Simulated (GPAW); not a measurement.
## Work function of a 9-layer slab of Au(110) at several levels

Aim: the work function of both faces of a 9-layer slab of Au(110), and its spread over functionals and bases.

Calculated with GPAW 26.7.0; GPAW, PAW setups; slab in vacuum, relaxation, in the first sound run; inputs show where later runs differ.

Most raw output is cut from this account.

## 1. Starting point

The cell holds 9 atoms: 9 Au. Its edges and angles: a = 4.080 Å, b = 2.885 Å, c = 25.540 Å, α = 90.0°, β = 90.0°, γ = 90.0°. Vacuum lies along c.

## 2. Relaxing the atoms

Forces are removed first; all later runs use this geometry. The lowest 4 atoms are held at bulk positions and keep their forces.

run.py reads:

```python
import json
import numpy as np
from ase import Atoms
from ase.constraints import FixAtoms
from ase.optimize import BFGS
from gpaw import GPAW, PW

slab = Atoms(
    ['Au', 'Au', 'Au', 'Au', 'Au', 'Au', 'Au', 'Au', 'Au'],
    positions=[
        [0.00000, 0.00000, 7.00000],
        [2.04000, 1.44250, 8.44250],
        [0.00000, 0.00000, 9.88500],
        [2.04000, 1.44250, 11.32749],
        [0.00000, 0.00000, 12.76999],
        [2.04000, 1.44250, 14.21249],
        [0.00000, 0.00000, 15.65499],
        [2.04000, 1.44250, 17.09748],
        [0.00000, 0.00000, 18.53998]],
    cell=[[4.08, 0.0, 0.0], [0.0, 2.885, 0.0], [0.0, 0.0, 25.53998]],
    pbc=[True, True, False])

slab.calc = GPAW(mode=PW(400), xc='PBE', kpts={'size': (8, 11, 1), 'gamma': True},
                 occupations={'name': 'fermi-dirac', 'width': 0.1}, nbands='160%',
                 convergence={'density': 1e-05}, maxiter=200,
                 poissonsolver={'dipolelayer': 'xy'},
                 symmetry={'tolerance': 1e-3, 'extra_ids': [1, 1, 1, 1, 0, 0, 0, 0, 0]}, txt='slab.txt')
result = {}
slab.set_constraint(FixAtoms([0, 1, 2, 3]))
path = []
opt = BFGS(slab, maxstep=0.2)
opt.attach(lambda: path.append((slab.get_potential_energy(), slab.positions.tolist(), slab.get_forces().tolist())))
result['relaxed'] = bool(opt.run(fmax=0.03, steps=40))
result['path'] = path
energy = slab.get_potential_energy()
fermi = slab.calc.get_fermi_level()
v = slab.calc.get_electrostatic_potential().mean((0, 1)) - fermi
n = slab.calc.get_pseudo_density().mean((0, 1))
L = slab.cell[2, 2]
z = np.arange(len(v)) * L / len(v)
low, high = slab.positions[:, 2].min(), slab.positions[:, 2].max()
below, above = np.interp([low - 4.8, high + 4.8], z, v)
slopes = [np.interp(x, z, np.gradient(v, z)) for x in (low - 4.8, high + 4.8)]
eps = np.array([[slab.calc.get_eigenvalues(k, s) for k in range(len(slab.calc.get_ibz_k_points()))]
                for s in range(slab.calc.get_number_of_spins())]) - fermi
top, bottom = eps[eps < 0].max(), eps[eps > 0].min()
dipole = slab.get_dipole_moment()[2]
print(f'energy {energy:.4f} eV, Fermi level {fermi:.4f} eV, dipole {dipole:.5f} e A')
print(f'potential 4.8 A off the faces, from the Fermi level: lower {below:.4f} eV, upper {above:.4f} eV')
print(f'slope of the potential there: lower {slopes[0]:.5f}, upper {slopes[1]:.5f} eV/A')
print(f'nearest levels on the mesh: {top:.4f} and {bottom:.4f} eV')
print('magnetic moment', round(slab.get_magnetic_moment(), 3))
result.update(energy=energy, fermi=fermi, dipole=dipole, below=below, above=above, slopes=slopes, edges=[top, bottom],
              z=z.tolist(), v=v.tolist(), n=n.tolist(), positions=slab.positions.tolist(),
              forces=slab.get_forces(apply_constraint=False).tolist(), moments=slab.get_magnetic_moments().tolist())
json.dump(result, open('result.json', 'w'))
```

On the command line:

```
$ OMP_NUM_THREADS=1 OPENBLAS_NUM_THREADS=1 python run.py
```

Run time: 88 min. Hardware: 1 thread of Arm Neoverse V1, shared host; peak memory 0.46 GiB.

The steps of the relaxation:

```csv
step,energy less that of the first step (eV),largest force (eV/Å)
1,0.0000,0.6984
2,-0.0070,0.6423
3,-0.0560,0.2655
4,-0.0614,0.2851
5,-0.0708,0.3102
6,-0.0847,0.3086
7,-0.1050,0.3477
8,-0.1276,0.3141
9,-0.1395,0.3027
10,-0.1431,0.2601
11,-0.1455,0.1998
12,-0.1483,0.0970
13,-0.1498,0.0540
14,-0.1500,0.0190
```

The atoms that moved most (Å):

```csv
atom,dx,dy,dz,length
Au8,0.000,0.000,0.419,0.419
Au9,0.000,0.000,0.371,0.371
Au7,0.000,0.000,0.269,0.269
Au6,0.000,0.000,0.196,0.196
Au5,0.000,0.000,0.119,0.119
```

Final coordinates:

```xyz
9
Lattice="4.0800 0.0000 0.0000 0.0000 2.8850 0.0000 0.0000 0.0000 25.5400" Properties=species:S:1:pos:R:3
Au    0.0000    0.0000    7.0000
Au    2.0400    1.4425    8.4425
Au    0.0000    0.0000    9.8850
Au    2.0400    1.4425   11.3275
Au    0.0000    0.0000   12.8888
Au    2.0400    1.4425   14.4087
Au    0.0000    0.0000   15.9239
Au    2.0400    1.4425   17.5163
Au    0.0000    0.0000   18.9114
```

Numbers from this step:

| Quantity | Value |
| --- | --- |
| dipole along the normal | -0.001928 e·Å |
| levels nearest the Fermi level on the mesh | -0.03976, 0.01260 eV from the Fermi level |
| upper work function | 4.973 eV |
| lower work function | 4.947 eV |

The electrostatic potential energy of an electron (without an applied field's), less the Fermi level, planar mean oscillates, so the rows of the table below give means over windows of 1.49 Å about each position, cut where the curve ends. Its maxima inside the range that stand out by 2 % of the span (Å: eV): 7.7: -6.05, 9.2: -6.35, 10.6: -6.36, 12.1: -4.62, 13.6: -5.14, 15.2: -5.23, 16.7: -4.13, 18.2: -6.61. Its minima: 7.0: -12.8, 8.4: -13.5, 9.9: -13.7, 11.3: -13.4, 12.9: -13.3, 14.4: -13.3, 16.0: -13.1, 17.6: -13.3, 18.8: -12.7.

The electrostatic potential energy of an electron (without an applied field's), less the Fermi level, planar mean by z; means over each step:

z (Å), electrostatic potential energy of an electron (without an applied field's), less the Fermi level, planar mean (eV) and a bar from the least value:
```
     0.74        4.9 ##############################
     2.23        4.9 ##############################
     3.72        4.9 ##############################
     5.21        4.4 #############################
     6.70       -6.6 #######
     8.19       -9.7 
     9.68       -9.9 
    11.17       -9.6 #
    12.66       -9.0 ##
    14.15       -9.2 #
    15.64       -9.1 ##
    17.13       -8.7 ##
    18.62       -9.4 #
    20.11        2.3 #########################
    21.60        4.9 ##############################
    23.09        5.0 ##############################
    24.58        5.0 ##############################
```

The pseudo valence density, planar mean oscillates, so the rows of the table below give means over windows of 1.49 Å about each position, cut where the curve ends. Its maxima inside the range that stand out by 2 % of the span (Å: e/Å³): 7.0: 0.818, 8.5: 0.837, 9.8: 0.829, 11.3: 0.837, 13.0: 0.813, 14.5: 0.827, 16.0: 0.828, 17.5: 0.828, 18.9: 0.815. Its minima: 7.7: 0.492, 9.2: 0.487, 10.6: 0.488, 12.1: 0.428, 13.6: 0.448, 15.1: 0.452, 16.8: 0.419, 18.3: 0.522.

Table of pseudo valence density, planar mean by z; means over each step:

```csv
z (Å),"pseudo valence density, planar mean (e/Å³)"
2.23,6.6e-6
3.72,3.6e-4
5.21,0.0246
6.70,0.509
8.19,0.644
9.68,0.644
11.17,0.631
12.66,0.608
14.15,0.617
15.64,0.613
17.13,0.600
18.62,0.632
20.11,0.120
21.60,0.00176
23.09,3.0e-5
```

The relaxation lowered the energy of the cell by 0.150 eV (energies extrapolated to zero smearing; the optimiser's log prints free energies). The largest force left on a free atom is 0.019 eV/Å.

## 3. The slab's potential

With the geometry fixed, the planar mean of the potential gives the vacuum level on each side.

This step: GPAW, PAW setups; slab in vacuum (GPAW 26.7.0).

run.py, as its differences from that of step 2:

```diff
@@ -3,4 +3,2 @@
 from ase import Atoms
-from ase.constraints import FixAtoms
-from ase.optimize import BFGS
 from gpaw import GPAW, PW
@@ -14,7 +12,7 @@
         [2.04000, 1.44250, 11.32749],
-        [0.00000, 0.00000, 12.76999],
-        [2.04000, 1.44250, 14.21249],
-        [0.00000, 0.00000, 15.65499],
-        [2.04000, 1.44250, 17.09748],
-        [0.00000, 0.00000, 18.53998]],
+        [0.00000, 0.00000, 12.88880],
+        [2.04000, 1.44250, 14.40867],
+        [0.00000, -0.00000, 15.92390],
+        [2.04000, 1.44250, 17.51630],
+        [0.00000, 0.00000, 18.91137]],
     cell=[[4.08, 0.0, 0.0], [0.0, 2.885, 0.0], [0.0, 0.0, 25.53998]],
@@ -26,10 +24,4 @@
                  poissonsolver={'dipolelayer': 'xy'},
-                 symmetry={'tolerance': 1e-3, 'extra_ids': [1, 1, 1, 1, 0, 0, 0, 0, 0]}, txt='slab.txt')
+                 symmetry={'tolerance': 1e-3}, txt='slab.txt')
 result = {}
-slab.set_constraint(FixAtoms([0, 1, 2, 3]))
-path = []
-opt = BFGS(slab, maxstep=0.2)
-opt.attach(lambda: path.append((slab.get_potential_energy(), slab.positions.tolist(), slab.get_forces().tolist())))
-result['relaxed'] = bool(opt.run(fmax=0.03, steps=40))
-result['path'] = path
 energy = slab.get_potential_energy()
```

Elapsed: 12 min, on 1 thread; peak memory 0.45 GiB.

This step gave:

```
dipole along the normal                    : -0.002232 e·Å
levels nearest the Fermi level on the mesh : -0.03975, 0.01260 eV from the Fermi level
lower work function                        : 4.948 eV
```

The electrostatic potential energy of an electron (without an applied field's), less the Fermi level, planar mean oscillates, so the rows of the table below give means over windows of 1.49 Å about each position, cut where the curve ends. Its maxima inside the range that stand out by 2 % of the span (Å: eV): 7.7: -6.05, 9.2: -6.35, 10.6: -6.36, 12.1: -4.62, 13.6: -5.14, 15.2: -5.23, 16.7: -4.13, 18.2: -6.61. Its minima: 7.0: -12.8, 8.4: -13.5, 9.9: -13.7, 11.3: -13.4, 12.9: -13.3, 14.4: -13.3, 16.0: -13.1, 17.6: -13.3, 18.8: -12.7.

Electrostatic potential energy of an electron (without an applied field's), less the Fermi level, planar mean against z; means over each step:

z (Å), electrostatic potential energy of an electron (without an applied field's), less the Fermi level, planar mean (eV) and a bar from the least value:
```
     0.74        4.9 ##############################
     2.23        4.9 ##############################
     3.72        4.9 ##############################
     5.21        4.4 #############################
     6.70       -6.6 #######
     8.19       -9.7 
     9.68       -9.9 
    11.17       -9.6 #
    12.66       -9.0 ##
    14.15       -9.2 #
    15.64       -9.1 ##
    17.13       -8.7 ##
    18.62       -9.4 #
    20.11        2.3 #########################
    21.60        4.9 ##############################
    23.09        5.0 ##############################
    24.58        5.0 ##############################
```

The pseudo valence density, planar mean oscillates, so the rows of the table below give means over windows of 1.49 Å about each position, cut where the curve ends. Its maxima inside the range that stand out by 2 % of the span (Å: e/Å³): 7.0: 0.818, 8.5: 0.837, 9.8: 0.829, 11.3: 0.837, 13.0: 0.813, 14.5: 0.827, 16.0: 0.828, 17.5: 0.828, 18.9: 0.815. Its minima: 7.7: 0.492, 9.2: 0.487, 10.6: 0.488, 12.1: 0.428, 13.6: 0.448, 15.1: 0.452, 16.8: 0.419, 18.3: 0.522.

The pseudo valence density, planar mean by z; means over each step:

```csv
z (Å),"pseudo valence density, planar mean (e/Å³)"
2.23,6.6e-6
3.72,3.6e-4
5.21,0.0246
6.70,0.509
8.19,0.644
9.68,0.644
11.17,0.631
12.66,0.608
14.15,0.617
15.64,0.613
17.13,0.600
18.62,0.632
20.11,0.120
21.60,0.00176
23.09,3.0e-5
```

Force by atom:

```csv
atom,x (eV/Å),y (eV/Å),z (eV/Å),size
Au1,0.000,0.000,-0.160,0.160
Au2,0.000,0.000,-0.699,0.699
Au3,0.000,0.000,0.272,0.272
Au4,0.000,0.000,0.572,0.572
Au5,0.000,0.000,-0.002,0.002
Au6,0.000,0.000,0.007,0.007
Au7,0.000,0.000,0.005,0.005
Au8,0.000,0.000,0.017,0.017
Au9,0.000,0.000,-0.013,0.013
```

The potential is flat to 2.9e-4 eV/Å where it is read, so the vacuum is wide enough.

## 4. Self-consistent run: xc = "RPBE"

The same geometry under RPBE, to see how far the functional moves the levels against the vacuum.

run.py, as its differences from that of step 3:

```diff
@@ -20,3 +20,3 @@
 
-slab.calc = GPAW(mode=PW(400), xc='PBE', kpts={'size': (8, 11, 1), 'gamma': True},
+slab.calc = GPAW(mode=PW(400), xc='RPBE', kpts={'size': (8, 11, 1), 'gamma': True},
                  occupations={'name': 'fermi-dirac', 'width': 0.1}, nbands='160%',
```

Elapsed: 13 min, on 1 thread; peak memory 0.45 GiB.

Numbers from this step:

```
dipole along the normal                    : -0.002196 e·Å
levels nearest the Fermi level on the mesh : -0.04340, 0.007401 eV from the Fermi level
upper work function                        : 4.793 eV
lower work function                        : 4.769 eV
```

The electrostatic potential energy of an electron (without an applied field's), less the Fermi level, planar mean oscillates, so the rows of the table below give means over windows of 1.49 Å about each position, cut where the curve ends. Its maxima inside the range that stand out by 2 % of the span (Å: eV): 7.7: -6.17, 9.2: -6.46, 10.6: -6.48, 12.1: -4.74, 13.6: -5.26, 15.2: -5.35, 16.7: -4.26, 18.2: -6.73. Its minima: 7.0: -12.9, 8.4: -13.6, 9.9: -13.8, 11.3: -13.5, 12.9: -13.4, 14.4: -13.4, 16.0: -13.3, 17.6: -13.4, 18.8: -12.9.

Electrostatic potential energy of an electron (without an applied field's), less the Fermi level, planar mean against z; means over each step:

z (Å), electrostatic potential energy of an electron (without an applied field's), less the Fermi level, planar mean (eV) and a bar from the least value:
```
     0.74        4.8 ##############################
     2.23        4.8 ##############################
     3.72        4.8 ##############################
     5.21        4.2 #############################
     6.70       -6.7 #######
     8.19       -9.8 
     9.68      -10.0 
    11.17       -9.7 #
    12.66       -9.1 ##
    14.15       -9.3 #
    15.64       -9.2 ##
    17.13       -8.8 ##
    18.62       -9.5 #
    20.11        2.1 #########################
    21.60        4.7 ##############################
    23.09        4.8 ##############################
    24.58        4.8 ##############################
```

The pseudo valence density, planar mean oscillates, so the rows of the table below give means over windows of 1.49 Å about each position, cut where the curve ends. Its maxima inside the range that stand out by 2 % of the span (Å: e/Å³): 7.0: 0.819, 8.5: 0.837, 9.8: 0.830, 11.3: 0.838, 13.0: 0.814, 14.5: 0.828, 16.0: 0.829, 17.5: 0.829, 18.9: 0.816. Its minima: 7.7: 0.492, 9.2: 0.487, 10.6: 0.488, 12.1: 0.427, 13.6: 0.447, 15.1: 0.452, 16.8: 0.419, 18.3: 0.521.

Table of pseudo valence density, planar mean by z; means over each step:

```csv
z (Å),"pseudo valence density, planar mean (e/Å³)"
2.23,7.7e-6
3.72,3.8e-4
5.21,0.0244
6.70,0.509
8.19,0.644
9.68,0.644
11.17,0.631
12.66,0.608
14.15,0.617
15.64,0.613
17.13,0.600
18.62,0.633
20.11,0.119
21.60,0.00178
23.09,3.5e-5
```

Force by atom:

```csv
atom,x (eV/Å),y (eV/Å),z (eV/Å),size
Au1,0.000,0.000,-0.409,0.409
Au2,0.000,0.000,-0.734,0.734
Au3,0.000,0.000,0.279,0.279
Au4,0.000,0.000,0.591,0.591
Au5,0.000,0.000,-0.004,0.004
Au6,0.000,0.000,0.006,0.006
Au7,0.000,0.000,0.005,0.005
Au8,0.000,0.000,0.032,0.032
Au9,0.000,0.000,0.230,0.230
```

The upper face's work function is 4.793 eV, against 4.973 eV in the first plane-wave PBE run at this geometry.

## 5. Self-consistent run: xc = "LDA"

The same geometry under LDA, to see how far the functional moves the levels against the vacuum.

run.py, as its differences from that of step 4:

```diff
@@ -20,3 +20,3 @@
 
-slab.calc = GPAW(mode=PW(400), xc='RPBE', kpts={'size': (8, 11, 1), 'gamma': True},
+slab.calc = GPAW(mode=PW(400), xc='LDA', kpts={'size': (8, 11, 1), 'gamma': True},
                  occupations={'name': 'fermi-dirac', 'width': 0.1}, nbands='160%',
```

It took 13 min on 1 thread; peak memory 0.45 GiB.

This step gave:

| Quantity | Value |
| --- | --- |
| dipole along the normal | -0.002398 e·Å |
| levels nearest the Fermi level on the mesh | -0.03641, 0.01866 eV from the Fermi level |
| upper work function | 5.385 eV |
| lower work function | 5.357 eV |

The electrostatic potential energy of an electron (without an applied field's), less the Fermi level, planar mean oscillates, so the rows of the table below give means over windows of 1.49 Å about each position, cut where the curve ends. Its maxima inside the range that stand out by 2 % of the span (Å: eV): 7.7: -5.63, 9.2: -5.93, 10.6: -5.94, 12.1: -4.20, 13.6: -4.72, 15.2: -4.81, 16.7: -3.70, 18.2: -6.20. Its minima: 7.0: -12.4, 8.4: -13.1, 9.9: -13.3, 11.3: -13.0, 12.9: -12.9, 14.4: -12.9, 16.0: -12.8, 17.6: -12.9, 18.8: -12.4.

The electrostatic potential energy of an electron (without an applied field's), less the Fermi level, planar mean by z; means over each step:

```csv
z (Å),"electrostatic potential energy of an electron (without an applied field's), less the Fermi level, planar mean (eV)"
0.74,5.36
2.23,5.36
3.72,5.35
5.21,4.85
6.70,-6.22
8.19,-9.27
9.68,-9.47
11.17,-9.19
12.66,-8.58
14.15,-8.78
15.64,-8.69
17.13,-8.25
18.62,-8.97
20.11,2.73
21.60,5.35
23.09,5.38
24.58,5.38
```

The upper face's work function is 5.385 eV, against 4.973 eV in the first plane-wave PBE run at this geometry.

## 6. Self-consistent run: xc = "revPBE"

The same geometry under revPBE, to see how far the functional moves the levels against the vacuum.

run.py, as its differences from that of step 5:

```diff
@@ -20,3 +20,3 @@
 
-slab.calc = GPAW(mode=PW(400), xc='LDA', kpts={'size': (8, 11, 1), 'gamma': True},
+slab.calc = GPAW(mode=PW(400), xc='revPBE', kpts={'size': (8, 11, 1), 'gamma': True},
                  occupations={'name': 'fermi-dirac', 'width': 0.1}, nbands='160%',
```

Wall time 13 min (1 thread); peak memory 0.45 GiB.

Numbers from this step:

| Quantity | Value |
| --- | --- |
| dipole along the normal | -0.002212 e·Å |
| levels nearest the Fermi level on the mesh | -0.04312, 0.008124 eV from the Fermi level |
| upper work function | 4.812 eV |
| lower work function | 4.787 eV |

The upper face's work function is 4.812 eV, against 4.973 eV in the first plane-wave PBE run at this geometry.

## 7. OptPBE vdW: xc = "optPBE-vdW"

The same geometry under optPBE-vdW, to see how far the functional moves the levels against the vacuum (the van der Waals functionals take revPBE setups).

run.py, as its differences from that of step 6:

```diff
@@ -20,3 +20,3 @@
 
-slab.calc = GPAW(mode=PW(400), xc='revPBE', kpts={'size': (8, 11, 1), 'gamma': True},
+slab.calc = GPAW(mode=PW(400), xc='optPBE-vdW', kpts={'size': (8, 11, 1), 'gamma': True},
                  occupations={'name': 'fermi-dirac', 'width': 0.1}, nbands='160%',
```

The job ended after 14 min (1 thread; peak memory 0.61 GiB).

This step gave:

| Property | Result |
| --- | --- |
| dipole along the normal | -0.002050 e·Å |
| levels nearest the Fermi level on the mesh | -0.002115, 0.02228 eV from the Fermi level |
| upper work function | 5.155 eV |
| lower work function | 5.133 eV |

The electrostatic potential energy of an electron (without an applied field's), less the Fermi level, planar mean oscillates, so the rows of the table below give means over windows of 1.49 Å about each position, cut where the curve ends. Its maxima inside the range that stand out by 2 % of the span (Å: eV): 7.7: -6.07, 9.2: -6.38, 10.6: -6.39, 12.1: -4.66, 13.6: -5.17, 15.2: -5.27, 16.7: -4.17, 18.2: -6.64. Its minima: 7.0: -12.7, 8.4: -13.5, 9.9: -13.7, 11.3: -13.4, 12.9: -13.3, 14.4: -13.3, 16.0: -13.2, 17.6: -13.3, 18.8: -12.7.

The electrostatic potential energy of an electron (without an applied field's), less the Fermi level, planar mean by z; means over each step:

z (Å), electrostatic potential energy of an electron (without an applied field's), less the Fermi level, planar mean (eV) and a bar from the least value:
```
     0.74        5.1 ##############################
     2.23        5.1 ##############################
     3.72        5.1 ##############################
     5.21        4.6 #############################
     6.70       -6.6 #######
     8.19       -9.7 
     9.68       -9.9 
    11.17       -9.6 #
    12.66       -9.0 ##
    14.15       -9.2 #
    15.64       -9.1 ##
    17.13       -8.7 ##
    18.62       -9.4 #
    20.11        2.4 ########################
    21.60        5.1 ##############################
    23.09        5.2 ##############################
    24.58        5.2 ##############################
```

The upper face's work function is 5.155 eV, against 4.973 eV in the first plane-wave PBE run at this geometry.

## 8. Self-consistent run: xc = "vdW-DF2"

The same geometry under vdW-DF2, to see how far the functional moves the levels against the vacuum (the van der Waals functionals take revPBE setups).

run.py, as its differences from that of step 7:

```diff
@@ -20,3 +20,3 @@
 
-slab.calc = GPAW(mode=PW(400), xc='optPBE-vdW', kpts={'size': (8, 11, 1), 'gamma': True},
+slab.calc = GPAW(mode=PW(400), xc='vdW-DF2', kpts={'size': (8, 11, 1), 'gamma': True},
                  occupations={'name': 'fermi-dirac', 'width': 0.1}, nbands='160%',
```

Wall time 14 min (1 thread); peak memory 0.61 GiB.

This step gave:

| Item | Value |
| --- | --- |
| dipole along the normal | -0.001753 e·Å |
| levels nearest the Fermi level on the mesh | -0.001258, 0.03095 eV from the Fermi level |
| upper work function | 5.369 eV |
| lower work function | 5.352 eV |

The upper face's work function is 5.369 eV, against 4.973 eV in the first plane-wave PBE run at this geometry.

(Continued in part 2 of 2.)

[Logs are printed without paths, hosts, clocks, repeated set-up lines and the standing remarks that a program may print on its own settings, such as how far it seeks lower states.]

[Hosts, paths, dates, database ids (printed as entryN), source tags and the programs' standing remarks are cut or masked in the printed files.]
